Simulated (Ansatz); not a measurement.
# The gap of KBr (Fm-3m): a ladder of methods and an error budget, part 2 of 3

Aim: a best estimate of the quasiparticle gap of KBr (Fm-3m), with each correction and its cost laid out.

Ansatz 0.2.0; density functionals, hybrids, G0W0, plane waves, PAW. Known limits of the many-body steps: not at the basis limit; no spin-orbit coupling.

So far. Step 6 (HSE06): The gap stands +1.17 eV against PBE. Step 7 (PBE0): The gap stands +1.88 eV against PBE.

In doubt: masses and optical values from hybrid runs of this build are listed as unsure (step 13), which bears on the screening that GW takes from such a start.

## Step 8: DDH-PBE0

Here the share of exact exchange is set once to one over ε∞ of the semilocal ground state, the screening that GW applies at long range.

This step: DFT, dielectric-dependent PBE0 (fraction 1/eps_inf of PBE), plane waves, PAW.

Input file input.yaml:

```yaml
crystal:
  lattice:
    - [0.0, 3.3, 3.3]
    - [3.3, 0.0, 3.3]
    - [3.3, 3.3, 0.0]
  atoms:
    - { symbol: K, position: [0.0, 0.0, 0.0] }
    - { symbol: Br, position: [0.5, 0.5, 0.5] }
  host: atoms
kpoints:
  mp_grid: { grid: [4, 4, 4] }
  band_path:
    path:
      - [0.0, 0.0, 0.0]
      - [0.5, 0.0, 0.5]
      - [0.625, 0.25, 0.625]
      - [0.375, 0.375, 0.75]
      - [0.5, 0.5, 0.5]
      - [0.5, 0.25, 0.75]
    npoints: 1
hamiltonian:
  xc:
    exchange: pbe
    correlation: pbe
    exx: { coeff: inverse_dielectric }
scf:
  occupations: { method: fixed }
  n_extra_bands: 4
output:
  eigenvalues: true
```

Command:

```sh
$ ansatz run input.yaml --threads 3 --pin off --max-ram 92160MiB --backend cuda --events-out ev --progress --plain --runs-dir out --devices 1 --max-vram 13GiB
```

Numbers of over 12 decimals in the logs are rounded to 6 here.

Output:

```text
[...]
the fraction of exact exchange is that of a crystal of K1Br1
GPUs: using 1 of 1 available (devices: 1).
[...]
a weight of exact exchange comes from the crystal, and the text's number only plans the run
Solving k-mesh 4×4×4 for the fraction of exact exchange
[...]
E sigma→0 (E₀):  -4329.307793 eV
Fermi energy:    -0.901966 eV
[...]
--- Band table (eV; the first three rows and the last of 8) ---
  k-point 0: bands = [... 4 lower, -13.4600, -0.9020, -0.9020, -0.9020, 6.5069, 10.0175, 10.0175, 10.0175]
  k-point 1: bands = [... 4 lower, -13.3203, -1.6246, -1.0907, -1.0907, 7.8029, 9.7751, 10.7911, 10.7911]
  k-point 2: bands = [... 4 lower, -13.1922, -2.2071, -1.2680, -1.2680, 8.6510, 10.6359, 12.4001, 12.4001]
  k-point 7: bands = [... 4 lower, -13.3581, -1.5677, -1.5677, -1.4957, 9.6259, 9.6259, 10.6387, 11.6750]
[key lines of the parts left out:]
Free energy (F): -4329.307793 eV
```

It took 20 s on 1 × NVIDIA H100 80GB HBM3 (shared by 6 runs) with 3 threads of AMD EPYC 7R13 (Zen 3), shared host; peak memory 1.1 GiB.

Numbers from this step:

```yaml
gap: 7.409 eV
valence_top_at: Γ
conduction_bottom_at: Γ
least_direct_gap: 7.409 eV
exact_exchange_fraction: 0.3917
```

The gap stands +2.97 eV against PBE; the share of exchange is 0.392, one over an ε∞ of 2.6.

## Step 9: Dielectric tensor

The response to a uniform field gives ε∞, a yardstick for the screening that GW builds on its mesh.

This step: dielectric response by perturbation theory, PBE, plane waves, PAW.

Input file input.yaml:

```yaml
crystal:
  lattice:
    - [0.0, 3.3, 3.3]
    - [3.3, 0.0, 3.3]
    - [3.3, 3.3, 0.0]
  atoms:
    - { symbol: K, position: [0.0, 0.0, 0.0] }
    - { symbol: Br, position: [0.5, 0.5, 0.5] }
kpoints:
  mp_grid: { grid: [6, 6, 6] }
hamiltonian:
  xc: pbe
scf:
  occupations: { method: fixed }
dielectric: {}
```

Output:

```text
GPUs: using 1 of 1 available (devices: 1).
[...]
GPU FFT provider: cuFFT
GPU libraries: cuBLAS 13.8.2, cuFFT 12.4.0, cuSOLVER 12.3.4
Crystal: 2 atoms, lattice volume = 71.874 Å³
Basis set: ecut = 420 eV, 1411 PW (Γ), exchange–correlation on 64×64×64 points (8 copies of the dense FFT grid, shifted against one another)
Bands: 12, of which v1, the nominal top of the filled ones, is band 8 counted from 1 (7 counted from 0)
Symmetry: 48 space group operations
k-points: 30 of 216 (irreducible under 8 space group operations, time reversal used)
[...]
GPU buffer pool allocated for 32768 grid points (all kernels)
[...]
SCF iter   1: F=—  HF=-4324.496244 eV  |F-HF|=—  |Δ(HF+E_count)|=         —  Δρ=2.16e-4  dr2=4.85e-5  ethr=1.77e-3  ⟨swp⟩=4.9  Hψ=1990  notcnv=0  defer=53
[...]
SCF iter   6: F=-4324.496532 eV  HF=-4324.496532 eV  |F-HF|=4.09e-11  |Δ(HF+E_count)|=   1.49e-9  Δρ=2.38e-7  dr2=5.26e-11  ethr=1.00e-12  ⟨swp⟩=7.0  Hψ=1891  notcnv=0
SCF 1 converged in 6 iterations: F = -4324.496532 eV  dr2 = 5.26e-11
[...]
the response reads at least the filled bands of the reference SCF and the lowest empty band at each k-point, and that SCF's band table does not vouch for those bands. The notice of the band table in this run's record says why
[...]
DFPT response loops at Γ: preconditioner auto → none (the input reference at scf.mixing.eps_inf says where Resta's filter doesn't serve); β = 0.50; Broyden in place of MSR1
SCF converged after 6 iterations
Free energy (F): -4324.496532 eV
[...]
Internal energy: -4324.496532 eV  (E = F + TS)
E sigma→0 (E₀):  -4324.496532 eV
Fermi energy:    1.069181 eV
[...]
--- Band table (eV; the first three rows and the last of 30) ---
  k-point 0: bands = [... 4 lower, -10.1842, 1.0692, 1.0692, 1.0692, 5.5046, 8.6734, 8.6734, 8.6734]
  k-point 1: bands = [... 4 lower, -10.1157, 0.7039, 0.9805, 0.9805, 6.1605, 8.5336, 8.9962, 8.9962]
  k-point 2: bands = [... 4 lower, -9.9925, 0.1313, 0.8141, 0.8141, 7.2681, 8.7874, 9.8578, 9.8578]
  k-point 29: bands = [... 4 lower, -10.1192, 0.3625, 0.5930, 0.6214, 7.6651, 8.9937, 9.3619, 10.2985]
--- Dielectric response (ions clamped): 1 representative field direction + reference, on 30 of 216 k-points (Σ response iterations 7) ---
  k mesh reduced under 8 symmetry operations, with k and −k counted as one. Each operation leaves every solved perturbation unchanged. A smaller set is not considered because the run solves the response to a homogeneous field
  ε∞ (high-frequency dielectric tensor):
        2.552501    -0.000000    -0.000000
        0.000000     2.552501    -0.000000
        0.000000     0.000000     2.552501
  Born effective charges Z* (e; rows j = field, columns β = displacement):
    site 0:
         1.12654    0.00000   -0.00000
        -0.00000    1.12654   -0.00000
        -0.00000   -0.00000    1.12654
    site 1:
        -1.12654   -0.00000    0.00000
         0.00000   -1.12654    0.00000
         0.00000    0.00000   -1.12654
  Z* charge neutrality: 1.357e-5 e pre-enforcement
  k-mesh period / interband length: 28.0 Å / 1.38 Å = 20.31 at k = (0.0000, 0.0000, 0.0000), direct gap 4.435 eV — 14 or more, which is no proof of convergence
```

The job ended after 13 s (1 × NVIDIA H100 80GB HBM3 (shared by 6 runs) with 3 threads; peak memory 0.92 GiB; 7.1 s of CPU time).

One over ε∞ averages 0.39, above the quarter of exact exchange in PBE0, which should therefore fall short.

High-frequency dielectric tensor:

```
2.55 0.00 0.00
0.00 2.55 0.00
0.00 0.00 2.55
```

## Step 10: G0W0, 4×4×4 mesh, 75 empty bands, screening to 60 eV

G0W0 replaces the xc potential by the self-energy, built once from these orbitals. Only a window of levels is corrected, while the sums run over the empty bands that the input names.

This step: G0W0 on PBE, plane waves, PAW.

input.yaml, the sections that differ from step 9:

```yaml
kpoints:
  mp_grid: { grid: [4, 4, 4] }
gw:
  n_empty_bands: 75
  ecut_chi: 60
  qp_bands: [v2, c2]
  qp_kpoints: band_edges
  screening: { model: contour_deformation }
# crystal, hamiltonian, scf: as in step 9
# dielectric: removed
```

Output:

```text
GPUs: using 1 of 1 available (devices: 1).
[...]
GPU FFT provider: cuFFT
GPU libraries: cuBLAS 13.8.2, cuFFT 12.4.0, cuSOLVER 12.3.4
Crystal: 2 atoms, lattice volume = 71.874 Å³
Basis set: ecut = 420 eV, 1411 PW (Γ)
Bands: 12, of which v1, the nominal top of the filled ones, is band 8 counted from 1 (7 counted from 0)
Symmetry: 48 space group operations
[...]
k-points: 8 of 64
[...]
1    10      8.5566    -4.2302    -3.1499    -8.5939  0.8473     9.7871     9.7704  root
[...]
7     7      0.4832   -18.6170     2.4312   -14.5097  0.8055    -1.2339    -1.1929  root
     7     8      0.5329   -18.5711     2.4059   -14.5149  0.8047    -1.1571    -1.1174  root
     7     9      8.4558    -4.2249    -3.1030    -8.4629  0.8469     9.6053     9.5908  root
     7    10      8.4558    -4.2249    -3.1030    -8.4629  0.8469     9.6053     9.5908  root
[key lines of the parts left out:]
SCF converged after 6 iterations
Free energy (F): -4324.496178 eV
Fermi energy:    1.069751 eV
```

Elapsed: 7.4 s, on 1 × NVIDIA H100 80GB HBM3 (shared by 6 runs) with 3 threads; peak memory 0.98 GiB; 6.3 s of CPU time.

This step gave:

```
bands summed                                 : 83
RPA ε∞ on this mesh (eigenvalues)            : 2.372, 2.372, 2.372
plane waves in the screening matrix          : 65
G0W0 gap on the mesh                         : 6.659 eV
k of the valence top                         : 0, 0, 0
k of the conduction bottom                   : 0, 0, 0
starting gap on the mesh                     : 4.435 eV
least direct G0W0 gap on the computed points : 6.659 eV
```

The gap on the mesh goes from 4.44 eV to 6.66 eV, a correction of +2.22 eV. Between the two edge states, bare exchange in place of the xc potential would open the gap by 7.49 eV, and correlation takes back 5.27 eV.

## Step 11: G0W0, 4×4×4 mesh, 214 empty bands, screening to 120 eV

Bands and screening cutoff are moved together, since each hides the error of the other.

input.yaml: that of step 10 with these lines changed.

```diff
@@ -15,4 +15,4 @@
 gw:
-  n_empty_bands: 75
-  ecut_chi: 60
+  n_empty_bands: 214
+  ecut_chi: 120
   qp_bands: [v2, c2]
```

Output:

```text
GPUs: using 1 of 1 available (devices: 1).
[...]
GPU FFT provider: cuFFT
GPU libraries: cuBLAS 13.8.2, cuFFT 12.4.0, cuSOLVER 12.3.4
Crystal: 2 atoms, lattice volume = 71.874 Å³
Basis set: ecut = 420 eV, 1411 PW (Γ)
Bands: 12, of which v1, the nominal top of the filled ones, is band 8 counted from 1 (7 counted from 0)
Symmetry: 48 space group operations
[...]
k-points: 8 of 64
[...]
1    10      8.5566    -4.2302    -3.2977    -8.5939  0.8459     9.6351     9.6226  root
[...]
7     7      0.4832   -18.6170     2.1341   -14.5097  0.8009    -1.5497    -1.4900  root
     7     8      0.5329   -18.5711     2.1059   -14.5149  0.8002    -1.4757    -1.4175  root
     7     9      8.4558    -4.2249    -3.2509    -8.4629  0.8455     9.4537     9.4429  root
     7    10      8.4558    -4.2249    -3.2509    -8.4629  0.8455     9.4537     9.4429  root
[key lines of the parts left out:]
SCF converged after 6 iterations
Free energy (F): -4324.496178 eV
Fermi energy:    1.069751 eV
```

It took 12 s on 1 × NVIDIA H100 80GB HBM3 (shared by 6 runs) with 3 threads; peak memory 1.1 GiB; 9 s of CPU time.

Numbers from this step:

```
bands summed                                 : 222
RPA ε∞ on this mesh (eigenvalues)            : 2.365, 2.365, 2.365
plane waves in the screening matrix          : 181
G0W0 gap on the mesh                         : 6.932 eV
k of the valence top                         : 0, 0, 0
k of the conduction bottom                   : 0, 0, 0
starting gap on the mesh                     : 4.435 eV
least direct G0W0 gap on the computed points : 6.932 eV
```

Against the run with 4×4×4 mesh, 75 empty bands, screening to 60 eV, the gap moves by +0.27 eV.

## Step 12: G0W0, 4×4×4 mesh, 461 empty bands, screening to 200 eV

input.yaml: that of step 11 with these lines changed.

```diff
@@ -15,4 +15,4 @@
 gw:
-  n_empty_bands: 214
-  ecut_chi: 120
+  n_empty_bands: 461
+  ecut_chi: 200.0
   qp_bands: [v2, c2]
```

Output:

```text
GPUs: using 1 of 1 available (devices: 1).
[...]
GPU FFT provider: cuFFT
GPU libraries: cuBLAS 13.8.2, cuFFT 12.4.0, cuSOLVER 12.3.4
Crystal: 2 atoms, lattice volume = 71.874 Å³
Basis set: ecut = 420 eV, 1411 PW (Γ)
Bands: 12, of which v1, the nominal top of the filled ones, is band 8 counted from 1 (7 counted from 0)
Symmetry: 48 space group operations
[...]
k-points: 8 of 64
[...]
GPU buffer pool allocated for 32768 grid points (all kernels)
[...]
SCF iter   1: F=—  HF=-4324.496265 eV  |F-HF|=—  |Δ(HF+E_count)|=         —  Δρ=1.75e-4  dr2=1.22e-5  ethr=1.77e-3  ⟨swp⟩=5.2  Hψ=526  notcnv=0  defer=13
[...]
SCF iter   6: F=-4324.496178 eV  HF=-4324.496178 eV  |F-HF|=1.43e-8  |Δ(HF+E_count)|=   5.30e-8  Δρ=3.82e-6  dr2=1.70e-8  ethr=6.25e-10  ⟨swp⟩=6.6  Hψ=410  notcnv=0
SCF 1 converged in 6 iterations: F = -4324.496178 eV  dr2 = 1.70e-8
[...]
G₀W₀ screening: q 1/8
[... further progress lines ...]
[...]
SCF converged after 6 iterations
Free energy (F): -4324.496178 eV
[...]
Internal energy: -4324.496178 eV  (E = F + TS)
E sigma→0 (E₀):  -4324.496178 eV
Fermi energy:    1.069751 eV
[...]
--- Band table (eV; the first three rows and the last of 8) ---
  k-point 0: bands = [... 4 lower, -10.1843, 1.0698, 1.0698, 1.0698, 5.5050, 8.6736, 8.6736, 8.6736]
  k-point 1: bands = [... 4 lower, -10.0522, 0.3989, 0.8962, 0.8962, 6.7570, 8.5566, 9.3724, 9.3724]
  k-point 2: bands = [... 4 lower, -9.9357, -0.1081, 0.7362, 0.7362, 7.6587, 9.3032, 10.8050, 10.8050]
  k-point 7: bands = [... 4 lower, -10.0884, 0.4832, 0.4832, 0.5329, 8.4558, 8.4558, 9.3300, 10.0633]
[...]
0     7      1.0698   -19.4660     1.8502   -15.5675  0.8022    -1.0376    -0.9785  root
     0     8      1.0698   -19.4660     1.8502   -15.5675  0.8022    -1.0376    -0.9785  root
     0     9      5.5050    -4.2690    -3.0270    -7.8620  0.8592     6.0736     6.0710  root
     0    10      8.6736    -4.0613    -3.4353    -8.7418  0.8488     9.9352     9.9189  root
     1     7      0.8962   -19.1441     1.8819   -15.2047  0.8013    -1.2230    -1.1613  root
     1     8      0.8962   -19.1441     1.8819   -15.2047  0.8013    -1.2230    -1.1613  root
     1     9      6.7570    -4.8953    -3.1218    -8.6363  0.8520     7.3796     7.3762  root
     1    10      8.5566    -4.2302    -3.3657    -8.5939  0.8454     9.5655     9.5546  root
     2     7      0.7362   -18.8863     1.9185   -14.8992  0.8003    -1.3969    -1.3324  root
     2     8      0.7362   -18.8863     1.9185   -14.8992  0.8003    -1.3969    -1.3324  root
     2     9      7.6587    -3.7575    -3.0745    -7.4140  0.8529     8.2440     8.2407  root
     2    10      9.3032    -5.6959    -3.6475   -10.3870  0.8295    10.3616    10.3467  root
     3     7      0.9078   -19.2360     1.8885   -15.2794  0.8016    -1.2223    -1.1602  root
     3     8      0.9078   -19.2360     1.8885   -15.2794  0.8016    -1.2223    -1.1602  root
     3     9      6.9709    -4.9582    -3.2007    -8.8629  0.8511     7.6794     7.6749  root
     3    10      7.6016    -3.4104    -3.1850    -7.5307  0.8541     8.5453     8.5369  root
     4     7      0.6073   -18.7333     1.9519   -14.6876  0.8002    -1.5541    -1.4865  root
     4     8      0.7602   -19.0127     1.9236   -15.0109  0.8006    -1.3829    -1.3181  root
     4     9      7.7249    -3.7340    -3.1745    -7.7379  0.8520     8.5609     8.5542  root
     4    10      8.6410    -5.0573    -3.4214    -9.3377  0.8410     9.5083     9.5000  root
     5     7      0.6674   -18.8161     1.9359   -14.7877  0.8010    -1.4915    -1.4251  root
     5     8      0.7483   -18.9241     1.9174   -14.9381  0.8003    -1.3847    -1.3203  root
     5     9      7.9611    -4.9465    -3.2793    -8.9625  0.8455     8.7035     8.6979  root
     5    10      8.5337    -4.2013    -3.3172    -8.4222  0.8448     9.4463     9.4373  root
     6     7      0.7846   -19.1414     1.9295   -15.1236  0.8009    -1.3686    -1.3036  root
     6     8      0.7846   -19.1414     1.9295   -15.1236  0.8009    -1.3686    -1.3036  root
     6     9      6.9357    -3.2571    -3.0595    -7.1448  0.8572     7.7700     7.7639  root
     6    10      8.2706    -4.3493    -3.3580    -8.5692  0.8518     9.1395     9.1325  root
     7     7      0.4832   -18.6170     1.9898   -14.5097  0.8000    -1.7051    -1.6343  root
     7     8      0.5329   -18.5711     1.9615   -14.5149  0.7993    -1.6309    -1.5618  root
     7     9      8.4558    -4.2249    -3.3191    -8.4629  0.8450     9.3840     9.3747  root
     7    10      8.4558    -4.2249    -3.3191    -8.4629  0.8450     9.3840     9.3747  root
```

It took 17 s on 1 × NVIDIA H100 80GB HBM3 (shared by 6 runs) with 3 threads; peak memory 1.4 GiB.

This step gave:

* bands summed: 469
* RPA ε∞ on this mesh (eigenvalues): 2.364, 2.364, 2.364
* plane waves in the screening matrix: 459
* q-points in the mesh: 64
* G0W0 gap on the mesh: 7.050 eV
* k of the valence top: 0, 0, 0
* k of the conduction bottom: 0, 0, 0
* starting gap on the mesh: 4.435 eV
* Z at the valence top: 0.8022
* Z at the conduction bottom: 0.8592
* least direct G0W0 gap on the computed points: 7.050 eV

Against the run with 4×4×4 mesh, 214 empty bands, screening to 120 eV, the gap moves by +0.12 eV.

Limits: finite bands, cutoff and mesh; no spin-orbit coupling. v1 is the top filled band, c1 the lowest empty one. The levels before and after the correction (eV, zero at the valence-band top of each column):

```csv
,conduction bottom,valence top
Kohn-Sham,4.44,0.00
G0W0,7.05,0.00
```

```csv
,level,occupation,energy (eV)
Kohn-Sham,Γ v2-v1,2,0.000
Kohn-Sham,Γ c1,0,4.435
Kohn-Sham,Γ c2,0,7.604
G0W0,Γ v2-v1,2,0.000
G0W0,Γ c1,0,7.050
G0W0,Γ c2,0,10.897
```

The parts of the quasiparticle energy at the two band edges (eV; QP = start + Σx + Σc − Vxc):

```csv
run,edge,start,Σx,Σc,Vxc,Z,QP
83 bands,valence top,1.07,-19.47,2.36,-15.57,0.81,-0.47
83 bands,conduction bottom,5.50,-4.27,-2.91,-7.86,0.86,6.19
222 bands,valence top,1.07,-19.47,2.01,-15.57,0.80,-0.81
222 bands,conduction bottom,5.50,-4.27,-2.98,-7.86,0.86,6.12
469 bands,valence top,1.07,-19.47,1.85,-15.57,0.80,-0.98
469 bands,conduction bottom,5.50,-4.27,-3.03,-7.86,0.86,6.07
```

## Step 13: G0W0@HSE06, 4×4×4 mesh, 214 empty bands, screening to 120 eV

One-shot GW remembers its start. Another functional's orbitals and levels show by how much. Bands and cutoff differ from the step before, so it is read against an earlier run that matches them.

This step: G0W0 on HSE06, plane waves, PAW.

input.yaml: that of step 12 with these lines changed.

```diff
@@ -11,3 +11,3 @@
 hamiltonian:
-  xc: pbe
+  xc: hse06
 scf:
@@ -15,4 +15,4 @@
 gw:
-  n_empty_bands: 461
-  ecut_chi: 200.0
+  n_empty_bands: 214
+  ecut_chi: 120
   qp_bands: [v2, c2]
```

Output:

```text
GPUs: using 1 of 1 available (devices: 1).
[...]
GPU FFT provider: cuFFT
GPU libraries: cuBLAS 13.8.2, cuFFT 12.4.0, cuSOLVER 12.3.4
Crystal: 2 atoms, lattice volume = 71.874 Å³
Basis set: ecut = 420 eV, 1411 PW (Γ)
Bands: 12, of which v1, the nominal top of the filled ones, is band 8 counted from 1 (7 counted from 0)
Symmetry: 48 space group operations
[...]
k-points: 8 of 64
[...]
1     9      7.0824    -4.6295    -2.8718    -8.0849  0.8735     7.6682     7.6660  root
     1    10      8.9845    -3.8918    -3.0090    -7.7028  0.8688     9.7915     9.7865  root
[...]
7     7     -0.4135   -18.6895     1.7722   -15.4971  0.8293    -1.8539    -1.8337  root
     7     8     -0.3523   -18.6409     1.7489   -15.4854  0.8287    -1.7787    -1.7589  root
     7     9      8.8556    -3.9106    -2.9721    -7.6352  0.8684     9.6125     9.6081  root
     7    10      8.8556    -3.9106    -2.9721    -7.6352  0.8684     9.6125     9.6081  root
[key lines of the parts left out:]
Free energy (F): -4327.403765 eV
Fermi energy:    0.209230 eV
```

It took 23 s on 1 × NVIDIA H100 80GB HBM3 (shared by 6 runs) with 3 threads; peak memory 1.2 GiB.

Numbers from this step:

- bands summed: 222
- RPA ε∞ on this mesh (eigenvalues): 2.143, 2.143, 2.143
- plane waves in the screening matrix: 181
- G0W0 gap on the mesh: 7.480 eV
- k of the valence top: 0, 0, 0
- k of the conduction bottom: 0, 0, 0
- starting gap on the mesh: 5.603 eV
- least direct G0W0 gap on the computed points: 7.480 eV

Against the run with 4×4×4 mesh, 214 empty bands, screening to 120 eV on PBE, the gap moves by +0.55 eV, while the start moved by +1.17 eV.

(Continued in part 3 of 3.)

[Paths, hosts, dates, memory and timing lines, banners, echoed tables and standing remarks are left out of the program output.]

[Logs are printed without paths, hosts, clocks, repeated set-up lines and the standing remarks that a program may print on its own settings, such as how far it seeks lower states.]

[Runs of the session that timed out or met a known fault of the program may be left out.]

[Cells called generated may have been cut or substituted from an entry of the Crystallography Open Database or the Materials Project.]

[Hosts, paths, dates, database ids (printed as entryN), source tags and the programs' standing remarks are cut or masked in the printed files.]
